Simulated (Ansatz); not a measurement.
# O on W(100): change of the work function

Wanted: Δφ(θ) for O/W(100), starting from the hollow site.

Main program and level: Ansatz 0.2.0; plane-wave DFT, PBE, Ansatz PAW.

## Step 1: Set-up

The cell holds 5 atoms: 5 W. Cell: a = 3.160 Å, b = 3.160 Å, c = 24.320 Å, α = 90.0°, β = 90.0°, γ = 90.0°. Vacuum lies along c.

## Step 2: The clean slab

The bare slab comes first, as the zero from which every change is counted. The two lowest layers are held at bulk places and the upper ones relax. The dipole correction removes the false field that a one-sided slab makes across the periodic vacuum, so each face gets a flat vacuum level of its own.

The input, input.yaml:

```yaml
crystal:
  lattice:
    - [3.16, 0.0, 0.0]
    - [0.0, 3.16, 0.0]
    - [0.0, 0.0, 24.32]
  atoms:
    - { symbol: W, position: [0.0, 0.0, 0.3700657895] }
    - { symbol: W, position: [0.5, 0.5, 0.4350328947] }
    - { symbol: W, position: [0.0, 0.0, 0.5] }
    - { symbol: W, position: [0.5, 0.5, 0.5649671053] }
    - { symbol: W, position: [0.0, 0.0, 0.6299342105] }
kpoints:
  mp_grid: { grid: [12, 12, 1] }
hamiltonian:
  xc: pbe
scf:
  occupations: { method: fermi_dirac, width: 0.1 }
  convergence: { dr2_threshold: 1.0e-08 }
efield:
  axis: 3
  dipole_correction: true
  ramp_position: 0.97
  ramp_width: 0.06
relax:
  f_tol: 0.02
  max_steps: 60
  constraints: [{ sites: [0, 1] }]
output:
  write_potential: true
  write_density: true
  volumetric_format: npy
```

Run with:

```
$ ansatz run input.yaml --threads 4 --pin off --max-ram 6144MiB --backend cpu --events-out ev --progress --plain --runs-dir out
```

Numbers of over 12 decimals in the logs are rounded to 6 here.

The log of the run:

```text
Engine: ansatz 0.2.0, x86_64-unknown-linux-gnu
Pseudopotentials: kind: paw
Pseudopotential: W, paw, valence charge 14, recommended cutoff 420 eV (normal), W.paw.azcp
Functional definition: PBE
  parameter kappa = 0.804
  parameter beta = 0.066725
  exchange = pbe_x(kappa = kappa, mu = beta*pi^2/3)
  correlation = pbe_c(beta = beta)
Crystal: 5 atoms, lattice volume = 242.850 Å³
Basis set: ecut = 420 eV, 4785 PW (Γ), exchange–correlation on 48×48×360 points (8 copies of the dense FFT grid, shifted against one another)
Bands: 42, of which v1, the nominal top of the filled ones, is band 35 counted from 1 (34 counted from 0)
Symmetry: 8 space group operations
k-points: 28 of 144
Non-local potential: W, projectors of the file, l = 0: 3, l = 1: 2, l = 2: 2, l = 3: 1
PAW form: soft (Blöchl's): semilocal exchange-correlation on the pseudo side does not see the compensation charge
PAW one-centre angular grid: W, 590 points (default); XC on 64 Gauss nodes
Initial density: superposition of atomic densities (neutral atoms: chi_scale 0, normalization atom), corrected by the library's trained network
Initial wavefunctions: pseudopotential atomic-orbital guess
Functional: x = pbe(κ = 0.804, μ = 0.219515), c = pbe(β = 0.066725)
SCF iter   1: F=—  HF=-51918.951096 eV  |F-HF|=—  |Δ(HF+E_count)|=         —  Δρ=5.95e-3  dr2=2.55e-1  ethr=1.77e-3  p=0.000 e·Å  D=1.75e-13 V/Å  ΔV_dip=-0.00 eV  dr2_dipole=1.36e-7  V_vac-E_F(+/−)=4.35/4.35 eV  ⟨swp⟩=8.6  Hψ=5700  notcnv=0
efield: sawtooth ramp at fractional position 0.9700 (set: `efield.ramp_position`, or a place that a band, a saddle search or an elastic batch's reference lends), width 0.0600; the density the first Hamiltonian is built on has a dipole p = 0.000 e·Å; the dipole correction subtracts the counter field D = 1.75e-13 V/Å, which shifts the + side's vacuum level by -0.00 eV against the − side's; the planar-averaged density in the ramp window peaks in size at 1.3e-5 e/Å³
preconditioner: auto → LDOS  [metal: Δε(μ)=0.012 eV  Ē_g=4.218 eV  σ=0.100 eV  W_gap=0.03  n_scr=44 (ndim 8)  ℏωp=13.1 eV  f_vac=0.578  D(μ)=6.08/eV (n_scr^D=36)  β→1.0]
SCF iter   2: F=—  HF=-51918.934205 eV  |F-HF|=—  |Δ(HF+E_count)|=   1.69e-2  Δρ=4.40e-3  dr2=1.09e-1  ethr=3.64e-4  p=0.000 e·Å  D=4.17e-6 V/Å  ΔV_dip=-0.00 eV  dr2_dipole=3.08e-7  V_vac-E_F(+/−)=4.26/4.26 eV  ⟨swp⟩=2.3  Hψ=2028  notcnv=0
SCF iter   3: F=—  HF=-51918.923000 eV  |F-HF|=—  |Δ(HF+E_count)|=   1.12e-2  Δρ=1.09e-3  dr2=7.42e-3  ethr=1.56e-4  p=0.000 e·Å  D=2.29e-6 V/Å  ΔV_dip=-0.00 eV  dr2_dipole=1.80e-8  V_vac-E_F(+/−)=4.26/4.26 eV  ⟨swp⟩=2.0  Hψ=1782  notcnv=0
SCF iter   4: F=—  HF=-51918.923163 eV  |F-HF|=—  |Δ(HF+E_count)|=   1.63e-4  Δρ=3.17e-4  dr2=3.30e-4  ethr=1.06e-5  p=0.000 e·Å  D=1.72e-6 V/Å  ΔV_dip=-0.00 eV  dr2_dipole=1.10e-9  V_vac-E_F(+/−)=4.24/4.24 eV  ⟨swp⟩=2.3  Hψ=1596  notcnv=0
SCF iter   5: F=—  HF=-51918.923250 eV  |F-HF|=—  |Δ(HF+E_count)|=   8.72e-5  Δρ=1.24e-4  dr2=3.15e-5  ethr=4.72e-7  p=0.000 e·Å  D=1.00e-6 V/Å  ΔV_dip=-0.00 eV  dr2_dipole=1.10e-10  V_vac-E_F(+/−)=4.23/4.23 eV  ⟨swp⟩=3.1  Hψ=2006  notcnv=0
SCF iter   6: F=—  HF=-51918.923288 eV  |F-HF|=—  |Δ(HF+E_count)|=   3.79e-5  Δρ=4.16e-5  dr2=4.77e-6  ethr=4.50e-8  p=0.000 e·Å  D=2.04e-7 V/Å  ΔV_dip=-0.00 eV  dr2_dipole=2.62e-12  V_vac-E_F(+/−)=4.23/4.23 eV  ⟨swp⟩=2.6  Hψ=2048  notcnv=0
SCF iter   7: F=—  HF=-51918.923579 eV  |F-HF|=—  |Δ(HF+E_count)|=   2.92e-4  Δρ=1.09e-5  dr2=2.41e-7  ethr=6.81e-9  p=0.000 e·Å  D=5.52e-8 V/Å  ΔV_dip=-0.00 eV  dr2_dipole=5.97e-12  V_vac-E_F(+/−)=4.23/4.23 eV  ⟨swp⟩=3.0  Hψ=2272  notcnv=0
SCF iter   8: F=—  HF=-51918.923580 eV  |F-HF|=—  |Δ(HF+E_count)|=   8.24e-7  Δρ=2.94e-6  dr2=3.53e-8  ethr=3.45e-10  p=0.000 e·Å  D=1.23e-9 V/Å  ΔV_dip=-0.00 eV  dr2_dipole=2.46e-13  V_vac-E_F(+/−)=4.23/4.23 eV  ⟨swp⟩=3.1  Hψ=2338  notcnv=0
SCF iter   9: F=-51918.923580 eV  HF=-51918.923580 eV  |F-HF|=8.21e-9  |Δ(HF+E_count)|=   5.96e-8  Δρ=8.66e-7  dr2=5.36e-9  ethr=1.43e-11  p=-0.000 e·Å  D=-1.94e-8 V/Å  ΔV_dip=0.00 eV  dr2_dipole=1.36e-12  V_vac-E_F(+/−)=4.23/4.23 eV  ⟨swp⟩=11.4  Hψ=9033  notcnv=0
SCF 1 converged in 9 iterations: F = -51918.923580 eV  dr2 = 5.36e-9
  greatest PAW one-centre occupation: 1.000 electrons in one spin orbital (limit 2), on the W atom at site 0 (counted from 0), in its partial waves of l = 0
relax step   1: F+E_penalty+E_count = -51918.92358024 eV  Δ(F+E_penalty+E_count) = +0.000e0 eV  max|allowed force component| = 1.592e0 eV/Å  Δτ_max = 0.0000 Å  (9 SCF iters, accepted)
Initial density: handed on by an earlier stage of this run
Initial wavefunctions: those handed on with the density
SCF iter   1: F=—  HF=-51918.860676 eV  |F-HF|=—  |Δ(HF+E_count)|=         —  Δρ=1.54e-2  dr2=6.16e0  ethr=3.10e-3  p=-0.000 e·Å  D=-1.58e-7 V/Å  ΔV_dip=0.00 eV  dr2_dipole=1.87e0  V_vac-E_F(+/−)=4.30/4.30 eV  ⟨swp⟩=6.5  Hψ=3751  notcnv=0
efield: sawtooth ramp at fractional position 0.9700 (set: `efield.ramp_position`, or a place that a band, a saddle search or an elastic batch's reference lends), width 0.0600; the density the first Hamiltonian is built on has a dipole p = -0.000 e·Å; the dipole correction subtracts the counter field D = -1.58e-7 V/Å, which shifts the + side's vacuum level by +0.00 eV against the − side's; the planar-averaged density in the ramp window peaks in size at 1.5e-6 e/Å³
preconditioner: auto → LDOS  [metal: Δε(μ)=0.006 eV  Ē_g=4.379 eV  σ=0.100 eV  W_gap=0.01  n_scr=44 (ndim 8)  ℏωp=13.1 eV  f_vac=0.587  D(μ)=5.24/eV (n_scr^D=14)  β→1.0]
SCF iter   2: F=—  HF=-51918.713987 eV  |F-HF|=—  |Δ(HF+E_count)|=   1.47e-1  Δρ=5.16e-3  dr2=4.47e-1  ethr=3.10e-3  p=0.010 e·Å  D=7.11e-3 V/Å  ΔV_dip=-0.17 eV  dr2_dipole=4.53e-2  V_vac-E_F(+/−)=4.02/4.20 eV  ⟨swp⟩=2.5  Hψ=1825  notcnv=0
SCF iter   3: F=—  HF=-51918.691291 eV  |F-HF|=—  |Δ(HF+E_count)|=   2.27e-2  Δρ=2.17e-3  dr2=7.74e-2  ethr=6.38e-4  p=0.001 e·Å  D=9.34e-4 V/Å  ΔV_dip=-0.02 eV  dr2_dipole=4.37e-3  V_vac-E_F(+/−)=4.21/4.23 eV  ⟨swp⟩=2.5  Hψ=1825  notcnv=0
SCF iter   4: F=—  HF=-51918.684661 eV  |F-HF|=—  |Δ(HF+E_count)|=   6.63e-3  Δρ=4.62e-4  dr2=2.96e-3  ethr=1.11e-4  p=0.004 e·Å  D=2.87e-3 V/Å  ΔV_dip=-0.07 eV  dr2_dipole=7.96e-4  V_vac-E_F(+/−)=4.16/4.23 eV  ⟨swp⟩=2.2  Hψ=1741  notcnv=0
SCF iter   5: F=—  HF=-51918.684364 eV  |F-HF|=—  |Δ(HF+E_count)|=   2.97e-4  Δρ=1.49e-4  dr2=1.60e-4  ethr=4.23e-6  p=0.004 e·Å  D=3.15e-3 V/Å  ΔV_dip=-0.08 eV  dr2_dipole=3.00e-6  V_vac-E_F(+/−)=4.15/4.23 eV  ⟨swp⟩=2.4  Hψ=1933  notcnv=0
[...]
SCF iter   5: F=—  HF=-51919.034444 eV  |F-HF|=—  |Δ(HF+E_count)|=   9.55e-5  Δρ=1.12e-4  dr2=5.69e-5  ethr=4.38e-7  p=0.007 e·Å  D=5.15e-3 V/Å  ΔV_dip=-0.13 eV  dr2_dipole=1.35e-6  V_vac-E_F(+/−)=4.13/4.25 eV  ⟨swp⟩=3.0  Hψ=2336  notcnv=0
SCF iter   6: F=—  HF=-51919.034436 eV  |F-HF|=—  |Δ(HF+E_count)|=   8.51e-6  Δρ=3.86e-5  dr2=9.60e-6  ethr=8.13e-8  p=0.007 e·Å  D=5.01e-3 V/Å  ΔV_dip=-0.12 eV  dr2_dipole=2.38e-6  V_vac-E_F(+/−)=4.13/4.25 eV  ⟨swp⟩=2.0  Hψ=1754  notcnv=0
SCF iter   7: F=—  HF=-51919.034732 eV  |F-HF|=—  |Δ(HF+E_count)|=   2.97e-4  Δρ=1.68e-5  dr2=1.14e-6  ethr=1.37e-8  p=0.006 e·Å  D=4.83e-3 V/Å  ΔV_dip=-0.12 eV  dr2_dipole=2.79e-7  V_vac-E_F(+/−)=4.13/4.25 eV  ⟨swp⟩=2.3  Hψ=1674  notcnv=0
SCF iter   8: F=—  HF=-51919.034732 eV  |F-HF|=—  |Δ(HF+E_count)|=   3.20e-7  Δρ=6.21e-6  dr2=1.03e-7  ethr=1.62e-9  p=0.006 e·Å  D=4.79e-3 V/Å  ΔV_dip=-0.12 eV  dr2_dipole=1.64e-10  V_vac-E_F(+/−)=4.13/4.25 eV  ⟨swp⟩=2.5  Hψ=1992  notcnv=0
SCF iter   9: F=—  HF=-51919.034733 eV  |F-HF|=—  |Δ(HF+E_count)|=   1.32e-7  Δρ=2.56e-6  dr2=3.69e-8  ethr=1.43e-11  p=0.006 e·Å  D=4.77e-3 V/Å  ΔV_dip=-0.12 eV  dr2_dipole=6.28e-10  V_vac-E_F(+/−)=4.13/4.25 eV  ⟨swp⟩=12.2  Hψ=9834  notcnv=0
SCF iter  10: F=-51919.034733 eV  HF=-51919.034733 eV  |F-HF|=8.20e-9  |Δ(HF+E_count)|=   8.29e-9  Δρ=7.82e-7  dr2=2.92e-9  ethr=1.43e-11  p=0.006 e·Å  D=4.77e-3 V/Å  ΔV_dip=-0.12 eV  dr2_dipole=2.49e-11  V_vac-E_F(+/−)=4.13/4.25 eV  ⟨swp⟩=9.2  Hψ=8754  notcnv=0
SCF 3 converged in 10 iterations: F = -51919.034733 eV  dr2 = 2.92e-9
relax step   3: F+E_penalty+E_count = -51919.03473260 eV  Δ(F+E_penalty+E_count) = -1.112e-1 eV  max|allowed force component| = 2.016e-1 eV/Å  Δτ_max = 0.0990 Å  (10 SCF iters, accepted)
SCF iter   1: F=—  HF=-51919.036585 eV  |F-HF|=—  |Δ(HF+E_count)|=         —  Δρ=7.31e-4  dr2=7.74e-3  ethr=3.62e-4  p=0.006 e·Å  D=4.77e-3 V/Å  ΔV_dip=-0.12 eV  dr2_dipole=1.41e-3  V_vac-E_F(+/−)=4.13/4.25 eV  ⟨swp⟩=1.9  Hψ=1723  notcnv=0
efield: sawtooth ramp at fractional position 0.9700 (set: `efield.ramp_position`, or a place that a band, a saddle search or an elastic batch's reference lends), width 0.0600; the density the first Hamiltonian is built on has a dipole p = 0.006 e·Å; the dipole correction subtracts the counter field D = 4.77e-3 V/Å, which shifts the + side's vacuum level by -0.12 eV against the − side's; the planar-averaged density in the ramp window peaks in size at 2.1e-6 e/Å³
preconditioner: auto → LDOS  [metal: Δε(μ)=0.017 eV  Ē_g=4.256 eV  σ=0.100 eV  W_gap=0.04  n_scr=44 (ndim 8)  ℏωp=13.1 eV  f_vac=0.581  D(μ)=6.09/eV (n_scr^D=36)  β→1.0]
SCF iter   2: F=—  HF=-51919.036460 eV  |F-HF|=—  |Δ(HF+E_count)|=   1.25e-4  Δρ=4.41e-4  dr2=2.28e-3  ethr=1.11e-5  p=0.006 e·Å  D=4.44e-3 V/Å  ΔV_dip=-0.11 eV  dr2_dipole=2.62e-5  V_vac-E_F(+/−)=4.14/4.25 eV  ⟨swp⟩=2.0  Hψ=1771  notcnv=0
SCF iter   3: F=—  HF=-51919.036277 eV  |F-HF|=—  |Δ(HF+E_count)|=   1.83e-4  Δρ=1.27e-4  dr2=1.73e-4  ethr=3.26e-6  p=0.006 e·Å  D=4.65e-3 V/Å  ΔV_dip=-0.11 eV  dr2_dipole=2.40e-8  V_vac-E_F(+/−)=4.14/4.25 eV  ⟨swp⟩=2.1  Hψ=1634  notcnv=0
SCF iter   4: F=—  HF=-51919.036254 eV  |F-HF|=—  |Δ(HF+E_count)|=   2.39e-5  Δρ=2.81e-5  dr2=2.75e-6  ethr=2.47e-7  p=0.006 e·Å  D=4.59e-3 V/Å  ΔV_dip=-0.11 eV  dr2_dipole=2.07e-8  V_vac-E_F(+/−)=4.14/4.25 eV  ⟨swp⟩=3.1  Hψ=1951  notcnv=0
SCF iter   5: F=—  HF=-51919.036537 eV  |F-HF|=—  |Δ(HF+E_count)|=   2.84e-4  Δρ=1.20e-5  dr2=5.50e-7  ethr=3.93e-9  p=0.006 e·Å  D=4.56e-3 V/Å  ΔV_dip=-0.11 eV  dr2_dipole=7.34e-9  V_vac-E_F(+/−)=4.14/4.25 eV  ⟨swp⟩=2.9  Hψ=2275  notcnv=0
SCF iter   6: F=—  HF=-51919.036538 eV  |F-HF|=—  |Δ(HF+E_count)|=   4.48e-7  Δρ=5.05e-6  dr2=1.34e-7  ethr=7.86e-10  p=0.006 e·Å  D=4.56e-3 V/Å  ΔV_dip=-0.11 eV  dr2_dipole=2.26e-9  V_vac-E_F(+/−)=4.14/4.25 eV  ⟨swp⟩=2.3  Hψ=1807  notcnv=0
SCF iter   7: F=—  HF=-51919.036538 eV  |F-HF|=—  |Δ(HF+E_count)|=   1.56e-7  Δρ=1.70e-6  dr2=1.87e-8  ethr=1.91e-10  p=0.006 e·Å  D=4.56e-3 V/Å  ΔV_dip=-0.11 eV  dr2_dipole=2.65e-10  V_vac-E_F(+/−)=4.14/4.25 eV  ⟨swp⟩=2.4  Hψ=1681  notcnv=0
SCF iter   8: F=-51919.036538 eV  HF=-51919.036538 eV  |F-HF|=8.22e-10  |Δ(HF+E_count)|=   2.06e-8  Δρ=2.86e-7  dr2=4.82e-10  ethr=1.43e-11  p=0.006 e·Å  D=4.56e-3 V/Å  ΔV_dip=-0.11 eV  dr2_dipole=4.91e-11  V_vac-E_F(+/−)=4.14/4.25 eV  ⟨swp⟩=11.2  Hψ=8810  notcnv=0
SCF 4 converged in 8 iterations: F = -51919.036538 eV  dr2 = 4.82e-10
relax step   4: F+E_penalty+E_count = -51919.03653794 eV  Δ(F+E_penalty+E_count) = -1.805e-3 eV  max|allowed force component| = 1.013e-2 eV/Å  Δτ_max = 0.0132 Å  (8 SCF iters, accepted)
NSCF: frozen V_eff on 28 k-points
the band table was solved once a step of the walk had ended and its energy, with any forces and stress, was formed, with the checks that follow a solve (5699 applications of the Hamiltonian). They found nothing against the state; the energy, forces and stress were not computed again (output.eigenvalues in the input reference)
WARN: The output density's exchange-correlation potential varies sharply where the density is thin. Do not read a vacuum level from v_tot or v_xc, or from such a field of the output density. On a cell that repeats whose density bears no net charge and no dipole along the vacuum's axis use v_es (v_loc + v_h of the components); under efield.dipole_correction with no amplitude use v_es + v_field, which holds any externa [...]
SCF converged after 8 iterations
Free energy (F): -51919.036538 eV
Harris-Foulkes:  -51919.036538 eV  (|F-HF|=8.22e-10)
Internal energy: -51918.841452 eV  (E = F + TS)
E sigma→0 (E₀):  -51918.938995 eV
Entropy (-TS):   -0.195086 eV (-39.017 meV/atom)
Fermi energy:    4.625999 eV
Dipole field:    D = 0.004553 V/Å  (p = 0.006111 e·Å, saw-weighted, corrected)
Work function:   Φ+ = 4.1402 eV   Φ− = 4.2509 eV
Levels:          The Fermi level and band energies are counted from a zero that moves with the ramp; work functions are not
--- Per-component energies (eV) ---
  E_band       = -1645.874116
  E_kinetic    = 2239.392052
  E_local      = -86026.431522  (includes V_loc(G=0)·N_el)
  E_nonlocal   = 8.030762
  E_hartree    = 41971.393688
  E_xc         = -1327.462600
  E_vxc        = -1184.410985  (∫ρ·V_xc dr)
  E_paw        = -42812.968297  (= ΣΔE_a)
  E_vpaw       = -625.239658  (= ΣTr[D̂ρ^β])
  E_aug_tail   = -0.000292  (compensation charges beyond the density's cutoff)
  E_efield     = 0.000014  (sawtooth field / dipole correction)
  E_vefield    = 0.001484  (∫n·V_field dr)
  E_ewald      = 34029.204743
  E_smearing   = -0.195086  (= −TS)
  E_closure    = -0.000000  (closes the sum)
  Σ components = -51919.036538   (vs F -51919.036538, Δ=0.00e0)
--- Forces (eV/Å), atoms counted from 1 ---
  atom   1  W      0.00000000    -0.00000000     1.17619821
  atom   2  W     -0.00000000     0.00000000    -1.16365804
  atom   3  W      0.00000000     0.00000000     0.00643864
  atom   4  W     -0.00000000    -0.00000000    -0.00883332
  atom   5  W     -0.00000000     0.00000000    -0.01013388
  max |Σ_I F_I| component: 1.16e-5 eV/Å
--- Band table (eV; the first three rows and the last of 28) ---
  k-point 0: bands = [... 31 lower, 3.9668, 3.9668, 4.2629, 4.3964, 4.5526, 4.7209, 4.7256, 4.7256, ... 3 higher]
  k-point 1: bands = [... 31 lower, 3.9951, 4.0760, 4.0848, 4.3099, 4.4402, 4.6657, 5.2346, 5.2855, ... 3 higher]
  k-point 2: bands = [... 31 lower, 3.8308, 3.8974, 3.9275, 4.0569, 4.7980, 5.0730, 5.4757, 5.6383, ... 3 higher]
  k-point 27: bands = [... 31 lower, 3.6812, 3.6812, 6.3929, 6.3929, 6.4506, 6.5904, 7.0051, 7.0051, ... 3 higher]
--- Relaxed structure (4 steps of the walk, 3 accepted, 0 SCFs on fresh bases) ---
  F+E_penalty+E_count = -51919.03653794 eV   max|allowed force component| = 1.013e-2 eV/Å
  atoms:
    - { symbol: W, position: [0.0, 0.0, 0.3700657895] }
    - { symbol: W, position: [0.500000, 0.500000, 0.435033] }
    - { symbol: W, position: [0, 0, 0.499966] }
    - { symbol: W, position: [0.500000, 0.500000, 0.567590] }
    - { symbol: W, position: [-5.27492653812538e-18, 0, 0.626407] }
```

Run time: 15 s. Hardware: 4 threads of AMD EPYC 9R14 (Zen 4), shared host; peak memory 0.71 GiB.

Step by step:

| step | energy less that of the first step (eV) | largest force component (eV/Å) |
| --- | --- | --- |
| 1 | 0.0000 | 1.5923 |
| 2 | 0.2389 | 2.9711 |
| 3 | -0.1112 | 0.2016 |
| 4 | -0.1130 | 0.0101 |

Relaxation step 2 was tried and not accepted.

The run keeps the 8 symmetry operations that it works with, so distortions that break them were not tested.

The atoms that moved most (Å):

| atom | dx | dy | dz | length |
| --- | --- | --- | --- | --- |
| W5 | 0.000 | 0.000 | -0.086 | 0.086 |
| W4 | 0.000 | 0.000 | 0.064 | 0.064 |

Final coordinates:

```xyz
5
Lattice="3.1600 0.0000 0.0000 0.0000 3.1600 0.0000 0.0000 0.0000 24.3200" Properties=species:S:1:pos:R:3
W     0.0000    0.0000    9.0000
W     1.5800    1.5800   10.5800
W     0.0000    0.0000   12.1592
W     1.5800    1.5800   13.8038
W     0.0000    0.0000   15.2342
```

Numbers from this step:

- energy at zero smearing: -51918.9390 eV
- work function, upper face: 4.140 eV
- work function, lower face: 4.251 eV
- dipole along the normal: 0.006111 e·Å
- step between the vacuum levels: -0.1107 eV

Running mean over 1.58 Å of the planar mean; the ramp of the sawtooth is left out. Electron's electrostatic potential energy less the Fermi level against z:

| z (Å) | electron's electrostatic potential energy less the Fermi level (eV) |
| --- | --- |
| 3.0 | 4.25 |
| 3.5 | 4.25 |
| 4.0 | 4.25 |
| 4.5 | 4.25 |
| 5.0 | 4.24 |
| 5.5 | 4.22 |
| 6.0 | 4.16 |
| 6.5 | 3.97 |
| 7.0 | 3.41 |
| 7.5 | 1.68 |
| 8.0 | -2.58 |
| 8.5 | -8.00 |
| 9.0 | -11.3 |
| 9.5 | -12.2 |
| 10.0 | -12.4 |
| 10.5 | -12.5 |
| 11.0 | -12.6 |
| 11.5 | -12.7 |
| 12.0 | -12.6 |
| 12.5 | -12.2 |
| 13.0 | -12.0 |
| 13.5 | -12.4 |
| 14.0 | -13.4 |
| 14.5 | -13.9 |
| 15.0 | -13.0 |
| 15.5 | -10.2 |
| 16.0 | -5.21 |
| 16.5 | -0.0115 |
| 17.0 | 2.77 |
| 17.5 | 3.68 |
| 18.0 | 3.99 |
| 18.5 | 4.09 |
| 19.0 | 4.12 |
| 19.5 | 4.13 |
| 20.0 | 4.14 |
| 20.5 | 4.14 |
| 21.0 | 4.14 |

The relaxation took 4 steps and lowered the energy by 0.11 eV; the largest force on the free atoms ends at 0.010 eV/Å.

The work function of the upper face is 4.14 eV.

[end of part 1 of 3]

[Logs are printed without paths, hosts, clocks, repeated set-up lines and the standing remarks that a program may print on its own settings, such as how far it seeks lower states.]

[Hosts, paths, dates, database ids (printed as entryN), source tags and the programs' standing remarks are cut or masked in the printed files.]

[Maps of the electrostatic potential energy from Ansatz leave out the sawtooth potential of an applied field or a dipole correction, so their vacuum need not be flat; planar profiles and work functions include it.]
